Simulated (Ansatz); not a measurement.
# (AlAs)2(InP)1 [001] superlattice, started as zinc blende: from the cell to its phonons

Wanted: vibrations and spectra of (AlAs)2(InP)1 [001] superlattice, started as zinc blende; the cell is already relaxed.

Calculated with Ansatz 0.2.0; DFT PBE, scalar-relativistic, plane waves, PAW.

The structure was built from a prototype and need not be the compound's stable phase.

In doubt: the program warns that the response may not be converged on this k-mesh (step 2), which bears on the force constants and all frequencies.

### Step 1. Starting point

The structure is orthorhombic, space group Imm2 (No. 44). The conventional cell has a = 4.088 Å, b = 4.106 Å, c = 17.431 Å, α = 90.00°, β = 90.00°, γ = 90.00°. Nearest to Al lie 2 P at 2.42 Å and 2 As at 2.49 Å. Nearest to Al lie 4 As at 2.48 to 2.49 Å. As has 4 Al at 2.49 Å nearest. Nearest to As lie 2 Al at 2.48 Å and 2 In at 2.63 Å. Nearest to In lie 2 P at 2.57 Å and 2 As at 2.63 Å. P has 2 Al at 2.42 Å and 2 In at 2.57 Å nearest. Farther neighbours are not listed.

### Step 2. Linear response at the zone centre

The cell comes from relaxations at this level that are not shown. The zone centre is the only wavevector solved here; it holds the modes that light can see, as far as symmetry allows. The response to a homogeneous field gives the Born charges and the dielectric tensor, and its change with displacement the Raman tensors.

input.yaml reads:

```yaml
crystal:
  lattice:
    - [2.903627147, 2.903627147, 0.0]
    - [-2.8903346805, 2.8903346805, 0.0]
    - [2.8969809138, 0.0066462333, 8.7153091285]
  atoms:
    - { symbol: Al, position: [-0.0002157316, 0.0002157316, 0.0004314631] }
    - { symbol: Al, position: [0.3374084069, 0.6625915931, 0.3251831862] }
    - { symbol: As, position: [0.4188715887, 0.0811284113, 0.1622568227] }
    - { symbol: As, position: [0.7576359328, 0.7423640672, 0.4847281344] }
    - { symbol: In, position: [0.662524051, 0.337475949, 0.6749518979] }
    - { symbol: P, position: [0.0737757521, 0.4262242479, 0.8524484959] }
kpoints:
  mp_grid: { grid: [8, 8, 8] }
hamiltonian:
  xc: pbe
scf:
  occupations: { method: fixed }
output:
  eigenvalues: true
phonons:
  method: dfpt
  dielectric: true
  rigid_motions: translations
  raman: true
```

On the command line:

```console
ansatz run input.yaml --threads 4 --pin off --max-ram 14336MiB --backend cpu --events-out ev --progress --plain --runs-dir out
```

Numbers of over 12 decimals in the logs are rounded to 6 here.

The program printed:

```text
Warning: crystal.symmetry: narrowed to the stabiliser of the run's FFT grids — unitary ops 4 → 1. A phonons.method: dfpt run fills in the rows of the dynamical matrix that it does not solve by its symmetry operations, which is exact only for operations that map its FFT grids onto themselves: filled in by any other, the frequencies could depend on the order in which like atoms are typed, or, by more than the grids' own error, on where the crystal sits among the grids' points. Excluded: 3 operations. The run can therefore solve more perturbations, solve them on more k-points, or both, and cost more. [rest of the remark cut]
Engine: ansatz 0.2.0, aarch64-unknown-linux-gnu
Pseudopotentials: kind: paw
Pseudopotential: Al, paw, valence charge 3, recommended cutoff 420 eV (normal), Al.paw.azcp
Pseudopotential: As, paw, valence charge 15, recommended cutoff 420 eV (normal), As.paw.azcp
Pseudopotential: In, paw, valence charge 13, recommended cutoff 420 eV (normal), In.paw.azcp
Pseudopotential: P, paw, valence charge 5, recommended cutoff 420 eV (normal), P.paw.azcp
Functional definition: PBE
  parameter kappa = 0.804
  parameter beta = 0.066725
  exchange = pbe_x(kappa = kappa, mu = beta*pi^2/3)
  correlation = pbe_c(beta = beta)
Crystal: 6 atoms, lattice volume = 146.286 Å³
Basis set: ecut = 420 eV, 2861 PW (Γ), exchange–correlation on 60×60×128 points (8 copies of the dense FFT grid, shifted against one another)
Bands: 33, of which v1, the nominal top of the filled ones, is band 27 counted from 1 (26 counted from 0)
Symmetry: 4 space group operations
k-points: 260 of 512 (irreducible under 1 space group operation, time reversal used)
Non-local potential: Al, projectors of the file, l = 0: 2, l = 1: 2, l = 2: 1
Non-local potential: As, projectors of the file, l = 0: 2, l = 1: 2, l = 2: 3, l = 3: 1
Non-local potential: In, projectors of the file, l = 0: 2, l = 1: 2, l = 2: 2, l = 3: 2
Non-local potential: P, projectors of the file, l = 0: 2, l = 1: 2, l = 2: 2
PAW form: soft (Blöchl's): semilocal exchange-correlation on the pseudo side does not see the compensation charge
PAW one-centre angular grid: Al, 110 points (default); XC on 64 Gauss nodes
PAW one-centre angular grid: As, 590 points (default); XC on 64 Gauss nodes
PAW one-centre angular grid: In, 590 points (default); XC on 64 Gauss nodes
PAW one-centre angular grid: P, 110 points (default); XC on 64 Gauss nodes
Initial density: superposition of atomic densities (neutral atoms: chi_scale 0, normalization atom), corrected by the library's trained network
Initial wavefunctions: pseudopotential atomic-orbital guess
Functional: x = pbe(κ = 0.804, μ = 0.219515), c = pbe(β = 0.066725)
SCF iter   1: F=—  HF=-17143.293536 eV  |F-HF|=—  |Δ(HF+E_count)|=         —  Δρ=1.75e-3  dr2=8.64e-3  ethr=1.77e-3  ⟨swp⟩=5.5  Hψ=32558  notcnv=0  defer=939
preconditioner: auto → Resta (q_TF=auto, 2.311 Å⁻¹)  ε∞=3.7  [insulator: Δε(μ)=1.119 eV  Ē_g=10.880 eV  n_scr=34 (ndim 8)  ℏωp=17.9 eV  f_vac=0.013  ε∞_Penn≈3.7]
SCF iter   2: F=—  HF=-17143.287731 eV  |F-HF|=—  |Δ(HF+E_count)|=   5.80e-3  Δρ=9.43e-4  dr2=2.17e-3  ethr=1.60e-5  ⟨swp⟩=3.0  Hψ=17191  notcnv=0  defer=1040
SCF iter   3: F=—  HF=-17143.287491 eV  |F-HF|=—  |Δ(HF+E_count)|=   2.40e-4  Δρ=3.49e-4  dr2=2.83e-4  ethr=4.01e-6  ⟨swp⟩=2.0  Hψ=13097  notcnv=0  defer=1040
SCF iter   4: F=—  HF=-17143.287491 eV  |F-HF|=—  |Δ(HF+E_count)|=   7.51e-7  Δρ=1.34e-4  dr2=3.62e-5  ethr=5.24e-7  ⟨swp⟩=2.0  Hψ=12555  notcnv=0  defer=1035
SCF iter   5: F=—  HF=-17143.287518 eV  |F-HF|=—  |Δ(HF+E_count)|=   2.76e-5  Δρ=4.13e-5  dr2=4.32e-6  ethr=6.71e-8  ⟨swp⟩=2.0  Hψ=15171  notcnv=0  defer=971
SCF iter   6: F=—  HF=-17143.287523 eV  |F-HF|=—  |Δ(HF+E_count)|=   4.51e-6  Δρ=1.90e-5  dr2=7.16e-7  ethr=8.00e-9  ⟨swp⟩=2.0  Hψ=15243  notcnv=0  defer=961
[...]
k-point 259: bands = [... 23 lower, 3.5674, 3.6230, 4.0846, 4.0882, 7.7623, 8.3087, 9.3545, 9.4602, ... 2 higher]
--- Phonons (Γ-DFPT): 18 representative perturbations + reference, on 260 of 512 k-points (Σ response iterations 61) ---
  ASR residual: 7.298e-5 → 0.000e0 eV/Å²; symmetrization residual: 1.523e-5 eV/Å²
  The last average, over the group as it would stand without the narrowing to the FFT grids, took up to 9.093e-6 eV/Å² of the zone centre's force constants
  ASR residual per site (eV/Å²): 2.63e-5 3.63e-5 7.30e-5 4.70e-5 3.72e-5 5.88e-5
  Γ frequencies (cm⁻¹): 0.00 0.00 0.00 68.98 71.67 91.68 110.22 150.88 196.12 208.58 273.71 290.96 320.92 321.57 338.51 352.08 387.17 389.16
  ε∞ (high-frequency dielectric tensor):
       10.212680    -0.093696     0.000000
       -0.093696    10.212680     0.000000
        0.000000     0.000000    10.235789
  ε⁰ (static dielectric tensor: ions relaxed, cell fixed):
       12.747038    -0.153467     0.000000
       -0.153467    12.747038     0.000000
        0.000000     0.000000    12.626005
  ε⁰ − ε∞ (ionic part):
        2.534359    -0.059771    -0.000000
       -0.059771     2.534359    -0.000000
       -0.000000    -0.000000     2.390216
  softest optical mode at Γ: 68.98 cm⁻¹; the repairs (sum rule, projections) moved no ω² at Γ by more than (2.31 cm⁻¹)²
  Born effective charges Z* (e; rows j = field, columns β = displacement):
    site 0:
         2.30353   -0.07712   -0.00000
        -0.07712    2.30353   -0.00000
        -0.00000   -0.00000    2.18855
    site 1:
         2.14214    0.12982   -0.00000
         0.12982    2.14214   -0.00000
[...]
site 2:
[...]
site 3:
[...]
site 4:
[...]
-0.02732    2.45292    0.00000
         0.00000    0.00000    2.58728
    site 5:
        -2.52428    0.12508   -0.00000
         0.12508   -2.52428   -0.00000
        -0.00000   -0.00000   -2.45518
  Z* charge neutrality: 9.444e-3 e pre-enforcement
  solved inside a basis spanned on kpoints, on 10×10×8 k-points transformed towards the longest dipole: ε∞ is read to err by 4.7e-2, Z* by 1.9e-2 e (field_mesh: kpoints solves on kpoints); Z* is corrected for what the basis lacks
  Raman tensors (in the event stream and the table raman_tensors.tsv): an entry may err by 1.6e0 Å², one of the second-order susceptibility by 9.0e0 pm/V (basis, points and sum rule); their sum over the sites missed zero by 7.249e-4 Å² ahead of its enforcement
  optical modes at Γ without the LO–TO term, one row a degenerate level:
      ω (cm⁻¹)  modes    IR ((D/Å)²/amu)  static Raman (Å⁴/amu)  depolarisation
         68.98      1             0.0990                14.4937           0.750
         71.67      1             0.0669                22.0777           0.750
         91.68      1             0.0069                 5.8047           0.750
        110.22      1             0.0063                31.7931           0.750
        150.88      1             0.3933                57.4464           0.222
        196.12      1             0.5587               347.1973           0.086
        208.58      1             1.7549               106.7220           0.750
        273.71      1             1.6396                48.9013           0.394
        290.96      1             1.6249                57.7330           0.750
        320.92      1             0.7916               160.0476           0.750
        321.57      1             3.9251               287.5278           0.750
        338.51      1            14.7837               357.4063           0.750
        352.08      1            11.3204               244.2309           0.558
        387.17      1            11.7390                27.3103           0.750
[...]
optical modes at Γ + LO–TO along q̂ = [1.0000, 0.0000, 0.0000]:
      ω (cm⁻¹)  modes    IR ((D/Å)²/amu)  static Raman (Å⁴/amu)  depolarisation
[...]
optical modes at Γ + LO–TO along q̂ = [0.0000, 1.0000, 0.0000]:
      ω (cm⁻¹)  modes    IR ((D/Å)²/amu)  static Raman (Å⁴/amu)  depolarisation
[...]
optical modes at Γ + LO–TO along q̂ = [0.0000, 0.0000, 1.0000]:
      ω (cm⁻¹)  modes    IR ((D/Å)²/amu)  static Raman (Å⁴/amu)  depolarisation
[...]
321.57      1             3.9251               287.5278           0.750
        338.51      1            14.7837               357.4063           0.750
        370.19      1             6.1237               390.2598           0.749
        387.17      1            11.7390                27.3103           0.750
        399.36      1             9.1945               894.2196           0.249
[key lines of the parts left out:]
SCF converged after 10 iterations
Free energy (F): -17143.287523 eV
Fermi energy:    6.323257 eV
```

It took 70 min on 4 threads of Arm Neoverse V1, shared host; peak memory 7 GiB; 4.5 h of CPU time.

Numbers from this step:

| Item | Value |
| --- | --- |
| gap on the k-mesh | 1.127 eV |
| volume per atom | 24.38 Å³ |
| sum-rule residual before enforcement | 7.30e-5 eV/Å² |
| miss of the charge sum rule | 0.009444 e |
| estimated error of the dielectric tensor | 0.04738 |
| estimated error of the Born charges | 0.01896 e |
| point group | mm2 |
| highest optical mode at the zone centre (no LO-TO term) | 389.2 cm⁻¹ |
| lowest optical zone-centre mode | 68.98 cm⁻¹ |
| mean high-frequency dielectric constant | 10.22 |
| largest Born charge (third of the trace) | -2.501 e |
| mean static dielectric constant | 12.71 |
| top of the zone-centre spectrum with the field | 402.5 cm⁻¹ |

Without the LO-TO term. Patterns of degenerate modes are one choice out of their space. Modes at Γ, with each element's share of the kinetic energy:

| mode | frequency (cm⁻¹) | symmetry | Al % | As % | In % | P % |
| --- | --- | --- | --- | --- | --- | --- |
| 1 | 0.0 | acoustic | 15 | 43 | 33 | 9 |
| 2 | 0.0 | acoustic | 15 | 43 | 33 | 9 |
| 3 | 0.0 | acoustic | 15 | 43 | 33 | 9 |
| 4 | 69.0 | B1 | 17 | 44 | 34 | 5 |
| 5 | 71.7 | B2 | 13 | 33 | 48 | 6 |
| 6 | 91.7 | B2 | 25 | 70 | 4 | 0 |
| 7 | 110.2 | B1 | 45 | 18 | 0 | 36 |
| 8 | 150.9 | A1 | 6 | 56 | 38 | 0 |
| 9 | 196.1 | A1 | 10 | 67 | 13 | 10 |
| 10 | 208.6 | B1 | 0 | 67 | 33 | 0 |
| 11 | 273.7 | A1 | 18 | 15 | 16 | 50 |
| 12 | 291.0 | B2 | 10 | 7 | 13 | 70 |
| 13 | 320.9 | B2 | 66 | 23 | 1 | 11 |
| 14 | 321.6 | B1 | 71 | 27 | 0 | 1 |
| 15 | 338.5 | B2 | 71 | 24 | 1 | 4 |
| 16 | 352.1 | A1 | 80 | 17 | 0 | 3 |
| 17 | 387.2 | B1 | 51 | 0 | 0 | 49 |
| 18 | 389.2 | A1 | 70 | 2 | 0 | 28 |

Displacements in mode 4 (69.0 cm⁻¹), the largest set to 1:
```
Al1  0.73 -0.73  0.00
Al2  0.96 -0.96  0.00
As3  1.00 -1.00  0.00
As4 -0.60  0.60  0.00
In5 -0.83  0.83  0.00
P6   0.62 -0.62  0.00
```

Displacements in mode 5 (71.7 cm⁻¹), the largest set to 1:
```
Al1 -0.30 -0.30  0.00
Al2 -1.00 -1.00  0.00
As3 -0.41 -0.41  0.00
As4 -0.92 -0.92  0.00
In5  0.99  0.99  0.00
P6   0.69  0.69  0.00
```

Optical modes at the zone centre, without and with the macroscopic field of the longitudinal modes; each column is sorted by frequency, so a row need not hold one and the same mode. Modes with and without the field, by row:

| rank among optical modes | no field (cm⁻¹) | q along (1, 0, 0) (cm⁻¹) | q along (0, 0, 1) (cm⁻¹) |
| --- | --- | --- | --- |
| 1 | 69 | 69.3 | 69 |
| 2 | 71.7 | 72 | 71.7 |
| 3 | 91.7 | 91.7 | 91.7 |
| 4 | 110.2 | 110.2 | 110.2 |
| 5 | 150.9 | 150.9 | 152.3 |
| 6 | 196.1 | 196.1 | 197.7 |
| 7 | 208.6 | 210.9 | 208.6 |
| 8 | 273.7 | 273.7 | 276.8 |
| 9 | 291 | 292.2 | 291 |
| 10 | 320.9 | 321 | 320.9 |
| 11 | 321.6 | 323.9 | 321.6 |
| 12 | 338.5 | 352.1 | 338.5 |
| 13 | 352.1 | 352.2 | 370.2 |
| 14 | 387.2 | 389.2 | 387.2 |
| 15 | 389.2 | 402.5 | 399.4 |

Born charge (rows field, columns displacement) (e), principal values of the symmetric part by kind of site:

| atom | atoms with these values | low | middle | high | mean |
| --- | --- | --- | --- | --- | --- |
| Al1 | 1 | 2.19 | 2.23 | 2.38 | 2.27 |
| Al2 | 1 | 2.01 | 2.11 | 2.27 | 2.13 |
| As3 | 1 | -2.26 | -2.20 | -2.18 | -2.21 |
| As4 | 1 | -2.26 | -2.25 | -2.03 | -2.18 |
| In5 | 1 | 2.43 | 2.48 | 2.59 | 2.50 |
| P6 | 1 | -2.65 | -2.46 | -2.40 | -2.50 |

In full for As3:

```
-2.23 -0.03  0.00
-0.03 -2.23  0.00
 0.00  0.00 -2.18
```

High-frequency dielectric tensor:

```
10.21 -0.09  0.00
-0.09 10.21  0.00
 0.00  0.00 10.24
```

Static dielectric tensor (ions relaxed, fixed cell):

```
12.75 -0.15  0.00
-0.15 12.75  0.00
 0.00  0.00 12.63
```

Transverse modes. Infrared lines, with heights relative to the strongest:

| position (cm⁻¹) | relative intensity |
| --- | --- |
| 69 | 0.7 |
| 72 | 0.5 |
| 92 | 0.0 |
| 110 | 0.0 |
| 151 | 2.7 |
| 196 | 3.8 |
| 209 | 12 |
| 274 | 11 |
| 291 | 11 |
| 321 | 5.4 |
| 322 | 27 |
| 338 | 100 |
| 352 | 77 |
| 387 | 79 |
| 389 | 19 |

Activity x (w_L - w)^4 (n + 1)/w, 532 nm, 300 K; the tensors are static ones, while 532 nm light lies above the computed direct gap, where resonance would change the heights; modes without the macroscopic field alone. Raman lines, with heights relative to the strongest:

| position (cm⁻¹) | relative intensity |
| --- | --- |
| 69 | 26 |
| 72 | 37 |
| 92 | 6.3 |
| 110 | 25 |
| 151 | 26 |
| 196 | 100 |
| 209 | 28 |
| 274 | 8.3 |
| 291 | 8.9 |
| 321 | 21 |
| 322 | 38 |
| 338 | 44 |
| 352 | 28 |
| 387 | 2.8 |
| 389 | 39 |

Static second-order susceptibility (pm/V), twice the coefficient d of second-harmonic generation. Second order susceptibility, by row:

| field along | xx | yy | zz | yz | xz | xy |
| --- | --- | --- | --- | --- | --- | --- |
| x | 0 | 0 | 0 | 118.4 | 19.92 | 0 |
| y | 0 | 0 | 0 | 19.92 | 118.4 | 0 |
| z | 19.92 | 19.92 | 16.09 | 0 | 0 | 118.4 |

Before it was imposed, the acoustic sum rule was missed by 7.3e-5 eV/Å² and the charge sum rule by 0.0094 e. Small misses are needed for a sound result but don't prove that mesh and cutoff are converged. The lowest optical mode is real, 69.0 cm⁻¹.

The log warns of the k mesh: “the force constants stand on the 8×8×8 k-mesh, whose period is 9.01 times the interband length at k = (0.0000, 0.0000, 0.0000), direct gap 1.127 eV, under 14: take them and everything formed from them as unconverged”.

### Step 3. Another isotope

An isotope changes the mass and not the force constants, so no new electronic calculation is needed; the shifts show which modes move this element.

The same force constants with the mass of In changed from 114.818 to 112.904 u (phonopy, no LO-TO term). Both lists are sorted by frequency; levels can cross, so a row need not hold one and the same mode. Modes under 3 cm⁻¹ are left out. Isotope shifts, by row:

| q | rank | natural mass (cm⁻¹) | changed mass (cm⁻¹) |
| --- | --- | --- | --- |
| 0 0 0 | 4 | 68.98 | 69.18 |
| 0 0 0 | 5 | 71.67 | 71.96 |
| 0 0 0 | 6 | 91.68 | 91.72 |
| 0 0 0 | 7 | 110.2 | 110.2 |
| 0 0 0 | 8 | 150.9 | 151.4 |
| 0 0 0 | 9 | 196.1 | 196.3 |
| 0 0 0 | 10 | 208.6 | 209.2 |
| 0 0 0 | 11 | 273.7 | 274.1 |
| 0 0 0 | 12 | 291 | 291.3 |
| 0 0 0 | 13 | 320.9 | 320.9 |
| 0 0 0 | 14 | 321.6 | 321.6 |
| 0 0 0 | 15 | 338.5 | 338.5 |
| 0 0 0 | 16 | 352.1 | 352.1 |
| 0 0 0 | 17 | 387.2 | 387.2 |
| 0 0 0 | 18 | 389.2 | 389.2 |

A mode of this element alone would shift by +0.84 %. The highest zone-centre frequency without the field goes from 389.2 to 389.2 cm⁻¹ (+0.0 %). The product of the frequency ratios over all optical modes at Γ is 1.017; the product rule, (m/m′)^(3k/2) (M′/M)^(3/2) with k = 1 such atoms and M the mass of the cell, gives 1.017.

### Step 4. What came out

```json
{"space group (within 0.01 Å)": "Imm2", "volume per atom": "24.4 Å³", "gap on the k-mesh": "1.13 eV", "highest optical mode at the zone centre (no LO-TO term)": "389 cm⁻¹", "top of the zone-centre spectrum with the field": "402 cm⁻¹", "lowest optical zone-centre mode": "69.0 cm⁻¹", "mean high-frequency dielectric constant": "10.2", "mean static dielectric constant": "12.7", "largest Born charge (third of the trace)": "-2.50 e", "imaginary modes at Γ (the only wavevector solved)": "none"}
```

In words: The structure is stable against zone-centre distortions, since no mode there is imaginary; other wavevectors were not solved, so zone-boundary instabilities are untested. Without the field, the optical modes at Γ span 69 to 389 cm⁻¹. No dispersion was computed. The highest mode in this list at Γ, 389.2 cm⁻¹, has its largest share on Al (70 % of the kinetic energy). With the macroscopic field of the longitudinal modes the top of the zone-centre spectrum lies at 402 cm⁻¹, against 389 cm⁻¹ without it. Lattice motion raises the mean dielectric constant from 10.22 to 12.71. The strongest infrared line is at 338 cm⁻¹. Averaged over orientations, the strongest Raman line at 532 nm and 300 K is at 196 cm⁻¹, among the modes without the field; their longitudinal partners can be Raman active too. The tensors are the static, non-resonant ones, while 532 nm light (2.33 eV) lies above the computed gap. With the field response the log warns that the k mesh is coarse for the force constants too, so the frequencies may not be converged. The starting cell was built on a prototype and not taken from a measurement, so the phase need not exist. These are harmonic frequencies at zero temperature: anharmonic shifts, linewidths and thermal expansion are left out.

[Logs are printed without paths, hosts, clocks, repeated set-up lines and the standing remarks that a program may print on its own settings, such as how far it seeks lower states.]

[Hosts, paths, dates, database ids (printed as entryN), source tags and the programs' standing remarks are cut or masked in the printed files.]
